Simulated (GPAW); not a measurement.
**Quasiparticle gap of LiH (Fm-3m) in GPAW**

Aim: the G0W0 gap of LiH (Fm-3m) on PBE, step by step.

Calculated with GPAW 26.7.0; PBE and many-body steps on it, plane waves.

Most raw output is cut from this account.

The database entry behind the starting cell differs from later determinations by our own check (the deuteride, about 0.2 % short), so it need not match the best structure at ambient conditions.

## 1. The structure

It takes space group Fm-3m (No. 225, cubic). The conventional cell has a = 4.074 Å, b = 4.074 Å, c = 4.074 Å, α = 90.00°, β = 90.00°, γ = 90.00°. Li has 6 H at 2.04 Å nearest. Nearest to H lie 6 Li at 2.04 Å. Farther neighbours are not listed.

The cell and positions come from the Crystallography Open Database and are kept as given unless a step says otherwise.

## 2. Ground state

This step: GPAW 26.7.0; DFT, PBE, plane waves, PAW.

The ground-state density comes first.

File run.py:

```python
import json
import numpy as np
from gpaw.mpi import world
from ase import Atoms
from gpaw import GPAW, PW, FermiDirac

atoms = Atoms(['Li', 'H'],
    cell=[[0.0000000000, 2.0367500000, 2.0367500000],
      [2.0367500000, 0.0000000000, 2.0367500000],
      [2.0367500000, 2.0367500000, 0.0000000000]],
    scaled_positions=[[0.0000000000, 0.0000000000, 0.0000000000],
      [0.5000000000, 0.5000000000, 0.5000000000]],
    pbc=(True, True, True))
calc = GPAW(mode=PW(600),
    xc='PBE',
    kpts={'size': (10, 10, 10), 'gamma': True},
    occupations=FermiDirac(0.001),
    nbands=-7,
    convergence={'density': 1e-6, 'bands': -3},
    maxiter=100,
    txt='gs.txt')
atoms.calc = calc
res = {'energy': atoms.get_potential_energy()}
kpts = calc.get_ibz_k_points()
res['kpts'] = kpts
res['eigenvalues'] = [calc.get_eigenvalues(kpt=k) for k in range(len(kpts))]
res['n_electrons'] = calc.get_number_of_electrons()
calc.write('gs.gpw')

if world.rank == 0:
    with open('result.json', 'w') as f:
        json.dump(res, f, default=lambda x: x.tolist())
```

On the command line:

```bash
$ mpirun -n 4 gpaw python run.py
```

Wall time 4.2 s (4 MPI ranks of Arm Neoverse V2, shared host); peak memory 0.56 GiB.

This step gave:

```
total energy               : -6.102 eV
gap                        : 2.999 eV
k of the valence top       : 0.5, 0.5, 0
k of the conduction bottom : 0.5, 0.5, 0
least direct gap           : 2.999 eV
```

The gap is direct, at (0.500, 0.500, 0.000).

## 3. Bands along the symmetry lines

The cheap functional maps the bands first; the places of the edges decide which points the dearer methods must see.

File run.py:

```python
import json
import numpy as np
from gpaw.mpi import world
from gpaw import GPAW

path = [[0.000000, 0.000000, 0.000000],
    [0.062500, 0.000000, 0.062500],
    [0.125000, 0.000000, 0.125000],
    [0.187500, 0.000000, 0.187500],
    [0.250000, 0.000000, 0.250000],
    [0.312500, 0.000000, 0.312500],
    [0.375000, 0.000000, 0.375000],
    [0.437500, 0.000000, 0.437500],
    [0.500000, 0.000000, 0.500000],
    [0.515625, 0.031250, 0.515625],
    [0.531250, 0.062500, 0.531250],
    [0.546875, 0.093750, 0.546875],
    [0.562500, 0.125000, 0.562500],
    [0.578125, 0.156250, 0.578125],
    [0.593750, 0.187500, 0.593750],
    [0.609375, 0.218750, 0.609375],
    [0.625000, 0.250000, 0.625000],
    [0.375000, 0.375000, 0.750000],
    [0.328125, 0.328125, 0.656250],
    [0.281250, 0.281250, 0.562500],
    [0.234375, 0.234375, 0.468750],
    [0.187500, 0.187500, 0.375000],
    [0.140625, 0.140625, 0.281250],
    [0.093750, 0.093750, 0.187500],
    [0.046875, 0.046875, 0.093750],
    [0.000000, 0.000000, 0.000000],
    [0.062500, 0.062500, 0.062500],
    [0.125000, 0.125000, 0.125000],
    [0.187500, 0.187500, 0.187500],
    [0.250000, 0.250000, 0.250000],
    [0.312500, 0.312500, 0.312500],
    [0.375000, 0.375000, 0.375000],
    [0.437500, 0.437500, 0.437500],
    [0.500000, 0.500000, 0.500000],
    [0.500000, 0.468750, 0.531250],
    [0.500000, 0.437500, 0.562500],
    [0.500000, 0.406250, 0.593750],
    [0.500000, 0.375000, 0.625000],
    [0.500000, 0.343750, 0.656250],
    [0.500000, 0.312500, 0.687500],
    [0.500000, 0.281250, 0.718750],
    [0.500000, 0.250000, 0.750000],
    [0.500000, 0.218750, 0.718750],
    [0.500000, 0.187500, 0.687500],
    [0.500000, 0.156250, 0.656250],
    [0.500000, 0.125000, 0.625000],
    [0.500000, 0.093750, 0.593750],
    [0.500000, 0.062500, 0.562500],
    [0.500000, 0.031250, 0.531250],
    [0.500000, 0.000000, 0.500000]]
calc = GPAW('gs.gpw').fixed_density(kpts=path,
    symmetry='off',
    nbands=11,
    convergence={'bands': 7},
    txt='bands.txt')
res = {}
kpts = calc.get_ibz_k_points()
res['kpts'] = kpts
res['eigenvalues'] = [calc.get_eigenvalues(kpt=k) for k in range(len(kpts))]
res['n_electrons'] = calc.get_number_of_electrons()

if world.rank == 0:
    with open('result.json', 'w') as f:
        json.dump(res, f, default=lambda x: x.tolist())
```

On the command line:

```bash
$ mpirun -n 4 gpaw python run.py
```

The job ended after 3.5 s (4 MPI ranks; peak memory 0.52 GiB; 14 s of CPU time).

This step gave:

- gap: 2.999 eV
- k of the valence top: 0.5, 0, 0.5
- k of the conduction bottom: 0.5, 0, 0.5
- least direct gap: 2.999 eV

The gap is 2.999 eV, as in the run before at this level.

Electronic bands along the path, in eV, zero at the top of the highest filled band; v1 is the highest filled band, c1 the lowest empty one:

```csv
point,v1,c1,c2,c3,c4
Γ,-5.28,15.45,17.51,17.51,17.51
halfway,-3.77,10.13,12.76,12.76,16.04
X,0.00,3.00,10.59,10.59,13.78
halfway,-0.08,3.28,8.96,10.86,15.54
U,-0.48,4.11,7.41,11.70,15.69
jump to K,-0.48,4.11,7.41,11.70,15.69
halfway,-3.69,9.75,9.90,15.69,17.10
Γ,-5.28,15.45,17.51,17.51,17.51
halfway,-4.23,9.47,14.61,16.30,16.30
L,-2.51,4.80,13.25,16.15,16.15
halfway,-1.63,5.00,8.67,12.95,16.02
W,-0.21,5.22,5.22,11.40,17.20
halfway,-0.11,3.56,7.93,10.99,16.85
X,0.00,3.00,10.59,10.59,13.78
```

## 4. Empty states on the mesh, 8×8×8 mesh, 98 bands

The sums over transitions need many empty states on a uniform mesh; this step solves for them.

File run.py:

```python
import json
import numpy as np
from gpaw.mpi import world
from gpaw import GPAW

calc = GPAW('gs.gpw').fixed_density(kpts={'size': (8, 8, 8), 'gamma': True},
    parallel={'domain': 1, 'band': 1},
    txt='nscf.txt')
calc.diagonalize_full_hamiltonian(nbands=98)
calc.write('full.gpw', mode='all')
res = {}
kpts = calc.get_ibz_k_points()
res['kpts'] = kpts
res['eigenvalues'] = [calc.get_eigenvalues(kpt=k) for k in range(len(kpts))]
res['n_electrons'] = calc.get_number_of_electrons()

if world.rank == 0:
    with open('result.json', 'w') as f:
        json.dump(res, f, default=lambda x: x.tolist())
```

On the command line:

```bash
$ mpirun -n 4 gpaw python run.py
```

Elapsed: 5.2 s, on 4 MPI ranks; peak memory 0.71 GiB; 20 s of CPU time.

Numbers from this step:

```yaml
gap: 2.999 eV
k_of_the_valence_top: 0.5, 0.5, 0
k_of_the_conduction_bottom: 0.5, 0.5, 0
least_direct_gap: 2.999 eV
k_points_computed: 29
lowest_point_of_the_top_converged_band_above_the_valence_top: 169.3394 eV
```

On this mesh the gap is 2.999 eV.

## 5. Screening and self-energy, 8×8×8 mesh, 88 bands, screening to 175 eV

G0W0 replaces the xc potential by the self-energy, built once from these orbitals. Only a window of levels is corrected, while the sums run over the empty bands that the input names.

This step: G0W0 on PBE, plane waves, PAW.

File run.py:

```python
import json
import numpy as np
from gpaw.mpi import world
from gpaw.response.g0w0 import G0W0

gw = G0W0('full.gpw',
    filename='gw',
    kpts=[0, 24],
    bands=(0, 3),
    ecut=175,
    nbands=88,
    integrate_gamma='WS',
    ppa=True)
gw.calculate()
res = {mode: {k: v for k, v in r.items() if k != 'sigma_eskwn'}
       for mode, r in gw.all_results.items()}

if world.rank == 0:
    with open('result.json', 'w') as f:
        json.dump(res, f, default=lambda x: x.tolist())
```

On the command line:

```bash
$ mpirun -n 4 gpaw python run.py
```

Elapsed: 89 s, on 4 MPI ranks; peak memory 0.79 GiB; 5.9 min of CPU time.

Numbers from this step:

* G0W0 gap on the points computed: 4.994 eV
* least direct G0W0 gap on the computed points: 4.994 eV
* Z at the valence top: 0.7739
* Z at the conduction bottom: 0.8146
* starting gap on the mesh: 2.999 eV
* k of the valence top: 0.5, 0.5, 0
* k of the conduction bottom: 0.5, 0.5, 0

The gap on the mesh goes from 3.00 eV to 4.99 eV, a correction of +2.00 eV.

Limits: finite bands, cutoff and mesh. v1 is the top filled band, c1 the lowest empty one. Levels before and after the correction, in eV, zero at the valence-band top of each column:

```csv
,conduction bottom,valence top
Kohn-Sham,3.00,0.00
G0W0,4.99,0.00
```

```csv
,level,energy (eV)
Kohn-Sham,(0.5 0.5 0) v1,0.000
Kohn-Sham,(0.5 0.5 0) c1,2.999
Kohn-Sham,(0.5 0.5 0) c2,10.586
G0W0,(0.5 0.5 0) v1,0.000
G0W0,(0.5 0.5 0) c1,4.994
G0W0,(0.5 0.5 0) c2,12.844
```

## 6. Where the time went

Times are wall times on 4 MPI ranks of Arm Neoverse V2, shared host, good to a factor of about two.

```csv
step,time,share,memory (GiB)
ground state,4.2 s,4 %,0.56
bands along the symmetry lines,3.5 s,3 %,0.52
empty states on the mesh,5.2 s,5 %,0.71
screening and self-energy,89 s,87 %,0.79
```

## 7. Summary of results

* PBE gap: 3.00 eV, direct
* G0W0 gap on the mesh: 4.99 eV
* GW settings: 8×8×8 mesh, 88 bands, screening to 175 eV, Godby-Needs plasmon pole
* known limits: not at the basis limit

**Reading.** G0W0 moves the gap on the mesh from 3.00 eV to 4.99 eV (+2.00 eV), with Z of 0.77 and 0.81 at the edges. Only 2 of the mesh's irreducible points were corrected, so a valley elsewhere could overtake. The dearest step here is «screening and self-energy». Bands and cutoff are finite, so the gap is not at the basis limit. The miss can reach some tenths of an eV and take either sign; the mesh is an error of its own. These stock PAW sets were not made for GW. In the G0W0 run levels were corrected at 2 k points alone, so a gap called «on the mesh» is the least over those, and an edge elsewhere would be missed.

[Paths, hosts, dates, memory and timing lines, banners, echoed tables and standing remarks are left out of the program output.]

[Logs are printed without paths, hosts, clocks, repeated set-up lines and the standing remarks that a program may print on its own settings, such as how far it seeks lower states.]

[Runs of the session that timed out or met a known fault of the program may be left out.]

[Hosts, paths, dates, database ids (printed as entryN), source tags and the programs' standing remarks are cut or masked in the printed files.]
